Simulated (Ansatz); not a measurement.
## Relaxing C(110) slab, H on both faces (240 atoms)

How does C(110) slab, H on both faces (240 atoms) relax, and what do bonds, charges and levels look like afterwards?

Program: Ansatz 0.2.0. Level of theory: Kohn-Sham DFT, PBE+D3(BJ), PAW (set soft_2), plane waves. Results are calculated unless marked as measured.

## (1) Starting point

The cell holds 240 atoms: 180 C and 60 H. Cell: a = 12.611 Å, b = 10.701 Å, c = 18.086 Å, α = 90.0°, β = 90.0°, γ = 90.0°. It derives from C (diamond-structure). Diamond-structure C (a = 3.567 Å), (110) slab of 6 atomic planes, 5 x 3 surface cells, H on the broken bonds of both faces, 10 Å of vacuum; displaced by a Gaussian of 0.02 Å. Regions: slab, 180 atoms (180 C); hydrogen, 60 atoms (60 H). Vacuum lies along c.

What the set-up can't give: The Brillouin zone is sampled at Γ only, in a cell whose shortest periodic width is 11 Å.

## (2) Single point at the start

A single point comes first, to see the forces before anything moves.

input.yaml reads:

```yaml
crystal:
  lattice:
    - [12.61125, 0.0, 0.0]
    - [0.0, 10.701, 0.0]
    - [0.0, 0.0, 18.08559]
  atoms:
    - { symbol: C, position: [0.90005, 0.16548, 0.32467] }
    - { symbol: C, position: [0.00114, 0.08398, 0.32577] }
    - { symbol: C, position: [0.99968, 0.99988, 0.39605] }
    - { symbol: C, position: [0.90261, 0.25105, 0.39557] }
    - { symbol: C, position: [0.89751, 0.16807, 0.46645] }
    - { symbol: C, position: [0.9995, 0.08571, 0.46541] }
    - { symbol: C, position: [0.99882, 0.00189, 0.53484] }
    - { symbol: C, position: [0.89947, 0.24786, 0.53617] }
    - { symbol: C, position: [0.9011, 0.16902, 0.60495] }
    - { symbol: C, position: [0.00054, 0.08319, 0.60414] }
    - { symbol: C, position: [0.00044, 0.99936, 0.67621] }
    - { symbol: C, position: [0.8997, 0.25201, 0.67463] }
    - { symbol: C, position: [0.09938, 0.1684, 0.32621] }
    - { symbol: C, position: [0.20172, 0.08085, 0.32396] }
    - { symbol: C, position: [0.20173, 0.00395, 0.39678] }
    - { symbol: C, position: [0.09924, 0.25122, 0.39523] }
    - { symbol: C, position: [0.10268, 0.16624, 0.4655] }
    - { symbol: C, position: [0.20078, 0.08747, 0.46642] }
    - { symbol: C, position: [0.19857, 0.00147, 0.53631] }
    - { symbol: C, position: [0.1018, 0.25058, 0.53328] }
    - { symbol: C, position: [0.09991, 0.1674, 0.60455] }
    - { symbol: C, position: [0.20129, 0.08344, 0.60406] }
    - { symbol: C, position: [0.19913, 0.99858, 0.67362] }
    - { symbol: C, position: [0.10123, 0.2534, 0.67315] }
    - { symbol: C, position: [0.90258, 0.49776, 0.32417] }
    - { symbol: C, position: [0.99846, 0.41801, 0.32504] }
    - { symbol: C, position: [0.00248, 0.33866, 0.39561] }
    - { symbol: C, position: [0.90075, 0.58478, 0.39819] }
    - { symbol: C, position: [0.89813, 0.49636, 0.46409] }
    - { symbol: C, position: [0.99788, 0.41842, 0.46603] }
    - { symbol: C, position: [0.00266, 0.33319, 0.53434] }
    - { symbol: C, position: [0.89956, 0.58321, 0.5357] }
    [... 202 atom lines left out ...]
    - { symbol: H, position: [0.60005, 0.72686, 0.72349] }
    - { symbol: H, position: [0.49837, 0.85782, 0.72201] }
    - { symbol: H, position: [0.6996, 0.89237, 0.27711] }
    - { symbol: H, position: [0.7997, 0.69421, 0.27839] }
    - { symbol: H, position: [0.7975, 0.72653, 0.7239] }
    - { symbol: H, position: [0.69928, 0.86098, 0.72197] }
kpoints:
  mp_grid: { grid: [1, 1, 1] }
hamiltonian:
  xc: pbe
  dispersion: d3bj
scf:
  occupations: { method: fixed }
output:
  forces: true
  populations: true
  dos:
    method: { smearing: { sigma: 0.15 } }
    de: 0.1
    projected:
      site_lists:
        C: [C]
        H: [H]
        hydrogen: [180, 181, 182, 183, 184, 185, 186, 187, 188, 189, 190, 191, 192, 193, 194, 195, 196, 197, 198, 199, 200, 201, 202, 203, 204, 205, 206, 207, 208, 209, 210, 211, 212, 213, 214, 215, 216, 217, 218, 219, 220, 221, 222, 223, 224, 225, 226, 227, 228, 229, 230, 231, 232, 233, 234, 235, 236, 237, 238, 239]
  eigenvalues: true
```

Started as:

```sh
$ ansatz run input.yaml --threads 4 --pin off --max-ram 8192MiB --backend cpu --events-out ev --progress --plain --runs-dir out
```

Numbers of over 12 decimals in the logs are rounded to 6 here.

Log:

```text
Engine: ansatz 0.2.0, aarch64-unknown-linux-gnu
Pseudopotentials: kind: paw
Pseudopotential: C, paw, valence charge 4, recommended cutoff 420 eV (normal), C.paw.azcp
Pseudopotential: H, paw, valence charge 1, recommended cutoff 420 eV (normal), H.paw.azcp
Functional definition: PBE
  parameter kappa = 0.804
  parameter beta = 0.066725
  exchange = pbe_x(kappa = kappa, mu = beta*pi^2/3)
  correlation = pbe_c(beta = beta)
Crystal: 240 atoms, lattice volume = 2440.704 Å³
Basis set: ecut = 420 eV, 47673 PW (Γ), exchange–correlation on 180×144×250 points (8 copies of the dense FFT grid, shifted against one another)
Bands: 630, of which v1, the nominal top of the filled ones, is band 390 counted from 1 (389 counted from 0)
Symmetry: 1 space group operations
Space group: P1 (ITA 1), of the structure as read, at distance tolerance 1.3e-4 Å
k-points: 1
Non-local potential: C, projectors of the file, l = 0: 2, l = 1: 2, l = 2: 1
Non-local potential: H, projectors of the file, l = 0: 2, l = 1: 1
PAW form: soft (Blöchl's): semilocal exchange-correlation on the pseudo side does not see the compensation charge
PAW one-centre angular grid: C, 110 points (default); XC on 64 Gauss nodes
PAW one-centre angular grid: H, 110 points (default); XC on 64 Gauss nodes
Initial density: superposition of atomic densities (neutral atoms: chi_scale 0, normalization atom), corrected by the library's trained network
Initial wavefunctions: pseudopotential atomic-orbital guess
Functional: x = pbe(κ = 0.804, μ = 0.219515), c = pbe(β = 0.066725)
SCF iter   1: F=—  HF=-46135.237878 eV  |F-HF|=—  |Δ(HF+E_count)|=         —  Δρ=4.18e-3  dr2=1.64e0  ethr=1.77e-3  ⟨swp⟩=6.0  Hψ=2653  notcnv=0  defer=238
preconditioner: auto → Resta (q_TF=auto, 2.256 Å⁻¹)  ε∞=2.7  [insulator: Δε(μ)=2.662 eV  Ē_g=16.308 eV  n_scr=466 (ndim 8)  ℏωp=21.0 eV  f_vac=0.442  ε∞_Penn≈2.7  vacuum switching on, ρ_ref=1.9e-2 e/Å³]
SCF iter   2: F=—  HF=-46134.926942 eV  |F-HF|=—  |Δ(HF+E_count)|=   3.11e-1  Δρ=2.90e-3  dr2=1.68e-1  ethr=2.11e-4  ⟨swp⟩=2.0  Hψ=780  notcnv=0  defer=238
SCF iter   3: F=—  HF=-46134.909585 eV  |F-HF|=—  |Δ(HF+E_count)|=   1.74e-2  Δρ=1.14e-3  dr2=3.15e-2  ethr=2.15e-5  ⟨swp⟩=3.0  Hψ=719  notcnv=0  defer=238
SCF iter   4: F=—  HF=-46134.907767 eV  |F-HF|=—  |Δ(HF+E_count)|=   1.82e-3  Δρ=2.10e-4  dr2=9.56e-4  ethr=4.04e-6  ⟨swp⟩=4.0  Hψ=738  notcnv=0  defer=238
SCF iter   5: F=—  HF=-46134.908064 eV  |F-HF|=—  |Δ(HF+E_count)|=   2.97e-4  Δρ=8.30e-5  dr2=1.50e-4  ethr=1.23e-7  ⟨swp⟩=3.0  Hψ=790  notcnv=0  defer=238
SCF iter   6: F=—  HF=-46134.908219 eV  |F-HF|=—  |Δ(HF+E_count)|=   1.55e-4  Δρ=1.80e-5  dr2=7.75e-6  ethr=1.93e-8  ⟨swp⟩=3.0  Hψ=782  notcnv=0  defer=238
SCF iter   7: F=—  HF=-46134.909274 eV  |F-HF|=—  |Δ(HF+E_count)|=   1.06e-3  Δρ=5.56e-6  dr2=6.97e-7  ethr=9.94e-10  ⟨swp⟩=2.0  Hψ=1014  notcnv=0  defer=238
SCF iter   8: F=-46134.909274 eV  HF=-46134.909274 eV  |F-HF|=1.58e-8  |Δ(HF+E_count)|=   8.65e-8  Δρ=1.26e-6  dr2=3.63e-8  ethr=1.28e-11  ⟨swp⟩=25.0  Hψ=6072  notcnv=0
SCF 1 converged in 8 iterations: F = -46134.909274 eV  dr2 = 3.63e-8
  greatest PAW one-centre occupation: 0.657 electrons in one spin orbital (limit 2), on the C atom at site 155 (counted from 0), in its partial waves of l = 0
SCF converged after 8 iterations
Free energy (F): -46134.909274 eV
Harris-Foulkes:  -46134.909274 eV  (|F-HF|=1.58e-8)
Internal energy: -46134.909274 eV  (E = F + TS)
E sigma→0 (E₀):  -46134.909274 eV
Fermi energy:    4.072373 eV
--- Per-component energies (eV) ---
  E_band       = -3548.791644
  E_kinetic    = 17472.434810
  E_local      = -376690.422367  (includes V_loc(G=0)·N_el)
  E_nonlocal   = 4916.663410
  E_hartree    = 181795.545452
  E_xc         = -9315.956730
  E_vxc        = -11588.806874  (∫ρ·V_xc dr)
  E_paw        = -17900.660867  (= ΣΔE_a)
  E_vpaw       = -1249.614638  (= ΣTr[D̂ρ^β])
  E_aug_tail   = -0.083134  (compensation charges beyond the density's cutoff)
  E_ewald      = 153618.936772
  E_disp       = -31.366620  (pairwise vdW)
  E_smearing   = -0.000000  (= −TS)
  E_closure    = 0.000000  (closes the sum)
  Σ components = -46134.909274   (vs F -46134.909274, Δ=0.00e0)
--- Forces (eV/Å), atoms counted from 1 ---
  atom   1  C      0.02880777    -0.79905437     1.55883261
  atom   2  C     -0.59018422     1.31987827     0.92840673
  atom   3  C      0.03086214     0.33015050    -1.07435953
  atom   4  C     -1.32099937     0.18294612    -0.29581550
  atom   5  C      1.64726255    -0.25857501    -1.05979573
  atom   6  C      0.24311290    -0.72753774     0.13755878
  atom   7  C      0.16895624    -0.19572387     0.28685743
  atom   8  C      0.16462720     1.68358320    -0.43079476
  atom   9  C     -0.50232406    -1.38795453     0.47851436
  atom  10  C     -0.19518188     0.66505069     1.24185571
  atom  11  C     -1.11436966    -0.04654126    -1.50516296
  atom  12  C      0.17412658    -0.06239123    -0.02888759
  atom  13  C      0.44542208    -1.70809430    -0.17109154
  atom  14  C     -0.98783976     3.53182520     2.83866822
[...]
atom 239  H      0.09545418     0.00903321     0.52465333
  atom 240  H      0.04791497    -1.34287492     2.00572452
  max |Σ_I F_I| component: 5.96e-5 eV/Å
--- Band table (eV) ---
  k-point 0: bands = ["-16.8250", "-16.1103", "-16.0851", "-15.8462", [... 614 levels ...], "13.6840", "13.6930", "13.7040", "13.7129", "13.7320", "13.7452", "13.7700", "13.7784", "13.7855", "13.7961", "13.8391", "13.8812"]
--- Löwdin populations: 240 sites ---
  site symbol       q [e]
     0      C      4.1268
     1      C      4.1274
     2      C      3.9832
[...]
239      H      0.8234
  spilling = 0.004975 (of n_electrons = 780.000000)
```

Run time: 2.4 min. Hardware: 4 threads of Arm Neoverse N1, shared host; peak memory 3.7 GiB.

Numbers from this run:

```yaml
free_energy: -46134.9093 eV
free_energy_per_atom: -192.2288 eV/atom
scf_cycles: 8
r_m_s_force_component: 1.043 eV/Å
longest_force: 4.689 eV/Å
fermi_energy: 4.072 eV
spacing_of_highest_filled_and_lowest_empty_level: 2.143 eV
spilling_of_the_projection: 0.004975
```

The r.m.s. force component of 1.0 eV/Å sets the starting point.

Length of the force by element:

| element | coordination | atoms | mean length of the force (eV/Å) | spread | least | most |
| --- | --- | --- | --- | --- | --- | --- |
| C | all | 180 | 1.80 | 0.824 | 0.187 | 4.69 |
| H | all | 60 | 0.911 | 0.660 | 0.112 | 3.23 |

## (3) Relaxation

The atoms are relaxed in the fixed cell, aiming at the force tolerance of the input.

input.yaml, the sections that differ from step 2:

```yaml
output:
  forces: true
relax:
  f_tol: 0.03
  max_steps: 200
# crystal, kpoints, hamiltonian, scf: as in step 2
```

Log:

```text
[...]
Crystal: 240 atoms, lattice volume = 2440.704 Å³
Basis set: ecut = 420 eV, 47673 PW (Γ), exchange–correlation on 180×144×250 points (8 copies of the dense FFT grid, shifted against one another)
Bands: 630, of which v1, the nominal top of the filled ones, is band 390 counted from 1 (389 counted from 0)
Symmetry: 1 space group operations
[...]
k-points: 1
[...]
SCF iter   1: F=—  HF=-46135.230676 eV  |F-HF|=—  |Δ(HF+E_count)|=         —  Δρ=4.17e-3  dr2=1.64e0  ethr=1.77e-3  ⟨swp⟩=9.0  Hψ=2427  notcnv=0  defer=238
[...]
SCF iter   3: F=—  HF=-46134.910016 eV  |F-HF|=—  |Δ(HF+E_count)|=   1.59e-2  Δρ=1.23e-3  dr2=3.56e-2  ethr=2.10e-5  ⟨swp⟩=3.0  Hψ=783  notcnv=0  defer=120
automatic band count: iteration 3 solves 512 bands in place of 630: the levels show a gap, and the empty bands left out lie too high to hold charge; the band table lists the bands solved (type scf.n_extra_bands for more)
SCF iter   4: F=—  HF=-46134.907906 eV  |F-HF|=—  |Δ(HF+E_count)|=   2.11e-3  Δρ=1.91e-4  dr2=8.36e-4  ethr=4.57e-6  ⟨swp⟩=6.0  Hψ=791  notcnv=0  defer=120
[...]
SCF iter   6: F=-46134.909272 eV  HF=-46134.909271 eV  |F-HF|=1.32e-6  |Δ(HF+E_count)|=   3.74e-5  Δρ=1.68e-5  dr2=5.34e-6  ethr=2.88e-9  ⟨swp⟩=3.0  Hψ=2071  notcnv=0
SCF 1 converged in 6 iterations: F = -46134.909272 eV  dr2 = 5.34e-6
[...]
relax step   1: F+E_penalty+E_count = -46134.90927246 eV  Δ(F+E_penalty+E_count) = +0.000e0 eV  max|allowed force component| = 3.649e0 eV/Å  Δτ_max = 0.0000 Å  (6 SCF iters, dr2 threshold 2.25e-5 eV, accepted)
[...]
relax step   2: F+E_penalty+E_count = -46141.03596562 eV  Δ(F+E_penalty+E_count) = -6.127e0 eV  max|allowed force component| = 1.213e0 eV/Å  Δτ_max = 0.0899 Å  (6 SCF iters, dr2 threshold 1.00e-4 eV, accepted)
[...]
relax step   3: F+E_penalty+E_count = -46142.11649832 eV  Δ(F+E_penalty+E_count) = -1.081e0 eV  max|allowed force component| = 2.889e-2 eV/Å  Δτ_max = 0.0492 Å  (5 SCF iters, dr2 threshold 9.20e-5 eV, accepted)
[...]
relax step   4: F+E_penalty+E_count = -46142.11650474 eV  Δ(F+E_penalty+E_count) = -6.419e-6 eV  max|allowed force component| = 2.931e-2 eV/Å  Δτ_max = 0.0000 Å  (4 SCF iters, accepted)
SCF converged after 4 iterations
Free energy (F): -46142.116505 eV
[...]
Internal energy: -46142.116505 eV  (E = F + TS)
E sigma→0 (E₀):  -46142.116505 eV
Fermi energy:    3.969503 eV
[...]
--- Forces (eV/Å), atoms counted from 1 ---
  atom   1  C     -0.00554930    -0.00015283    -0.00596847
  atom   2  C      0.01350910     0.00217947     0.00629622
  atom   3  C     -0.00640201    -0.01064249     0.00535435
  atom   4  C     -0.00284009     0.00192415    -0.00539077
  atom   5  C      0.01181245    -0.00926173    -0.00103444
  atom   6  C      0.00321201     0.00228807    -0.00780002
  atom   7  C      0.00815777     0.00617154     0.00348439
  atom   8  C      0.00089125     0.01130003    -0.00251600
  atom   9  C      0.00091012     0.00437181     0.00715233
  atom  10  C     -0.00976385     0.00403325    -0.00308203
  atom  11  C     -0.00203649     0.00512380    -0.00539625
  atom  12  C      0.00118495    -0.01018726    -0.00021584
  atom  13  C     -0.00402340    -0.00468047     0.00489968
  atom  14  C     -0.00456149    -0.00123718    -0.01205173
[...]
atom 239  H     -0.00217418     0.00562525    -0.00650722
  atom 240  H     -0.00315814    -0.00513495    -0.00090624
  max |Σ_I F_I| component: 4.80e-5 eV/Å
--- Relaxed structure (4 steps of the walk, 4 accepted, 0 SCFs on fresh bases) ---
  F+E_penalty+E_count = -46142.11650474 eV   max|allowed force component| = 2.931e-2 eV/Å
  atoms:
    - { symbol: C, position: [0.899881, 0.165596, 0.327501] }
    - { symbol: C, position: [-0.000166847, 0.085779, 0.327492] }
    - { symbol: C, position: [0.999861, 1.000438, 0.395606] }
    - { symbol: C, position: [0.899856, 0.251029, 0.395583] }
[...]
- { symbol: H, position: [0.699953, 0.863191, 0.723515] }
```

Elapsed: 3 min, on 4 threads; peak memory 3.4 GiB.

Relaxation path:

| step | energy less that of the first step (eV) | largest force component (eV/Å) |
| --- | --- | --- |
| 1 | 0.0000 | 3.6492 |
| 2 | -6.1267 | 1.2133 |
| 3 | -7.2072 | 0.0289 |
| 4 | -7.2072 | 0.0293 |

The atoms that moved most (Å):

```
atom      dx      dy      dz  length
H207  -0.049  -0.068  -0.052   0.098
 C49  -0.023   0.016   0.088   0.093
H198  -0.032   0.080   0.006   0.087
 C14  -0.023   0.053   0.064   0.087
H218  -0.009   0.083  -0.024   0.086
H234  -0.028   0.079   0.006   0.084
H226   0.020   0.080   0.011   0.083
H214  -0.037   0.069   0.027   0.083
```

The relaxation changed the energy by -30.0 meV/atom, and atoms moved by 0.047 Å r.m.s., 0.098 Å at most.

## (4) Local order after relaxation

Bonds before and after, by the cutoffs listed below:

```csv
pair,bonds before,bonds after,mean before (Å),mean after (Å),spread before (Å),spread after (Å)
C-C,330,330,1.546,1.538,0.029,0.008
C-H,60,60,1.083,1.098,0.030,0.000
```

Normalised to the volume that the atoms fill. Pair distribution functions g(r), in bins of 0.2 Å:

```csv
r (Å),total,C-C,C-H,H-H
1.00,0.97,0.00,2.60,0.00
1.20,0.00,0.00,0.00,0.00
1.40,0.00,0.00,0.00,0.00
1.60,2.67,4.75,0.00,0.00
1.80,0.00,0.00,0.00,0.00
2.00,0.29,0.00,0.00,4.62
2.20,0.74,0.00,1.97,0.00
2.40,0.74,0.98,0.00,3.07
2.60,2.63,3.77,0.88,2.83
2.80,0.59,0.00,1.57,0.00
3.00,1.86,3.31,0.00,0.00
3.20,0.12,0.00,0.31,0.00
3.40,0.49,0.00,1.31,0.00
3.60,0.71,1.10,0.00,1.41
3.80,1.04,1.80,0.09,0.00
4.00,0.40,0.00,0.87,1.08
4.20,0.44,0.00,1.18,0.00
4.40,1.89,2.73,0.46,2.85
4.60,1.22,1.60,0.86,0.00
4.80,0.00,0.00,0.00,0.00
5.00,0.85,0.95,0.73,0.71
5.20,1.31,1.67,0.90,0.66
5.40,0.43,0.00,1.15,0.00
5.60,0.89,1.40,0.29,0.00
5.80,0.48,0.68,0.17,0.54
6.00,0.19,0.00,0.51,0.00
6.20,0.59,0.42,0.79,0.94
6.40,1.02,1.04,1.02,0.88
```

Bonds by pair of elements; cutoffs follow the first minimum of g(r), held within bounds set by covalent radii, and pairs that aren't listed don't count as bonded:

```
pair A-B  cutoff (Å)  bonds  mean length (Å)  spread (Å)  shortest (Å)  B about A  A about B
     C-C        1.85    330             1.54       0.008          1.52       3.67       3.67
     C-H        1.34     60             1.10           0          1.10      0.333          1
```

How many atoms have how many bonded neighbours:

```
element  mean   1    4
      C     4   0  180
      H     1  60    0
```

Bond angles, per cent of each kind in bins of 5°:

```csv
angle (°),C-C-C,C-C-H
105–110,81.3,66.7
110–115,18.7,33.3
```

Bond angles (no mean is given where the spread exceeds 20°):

| angle | count | mean (°) | spread (°) |
| --- | --- | --- | --- |
| C-C-C | 900 | 110 | 0.7 |
| C-C-H | 180 | 109 | 1.2 |

With the cutoffs above, all C atoms have 4 and all H atoms have 1 bonded neighbour. The C-C-C angle averages 110° with a spread of 0.7°.

(Continued in part 2 of 2.)

[Logs are printed without paths, hosts, clocks, repeated set-up lines and the standing remarks that a program may print on its own settings, such as how far it seeks lower states.]

[Hosts, paths, dates, database ids (printed as entryN), source tags and the programs' standing remarks are cut or masked in the printed files.]
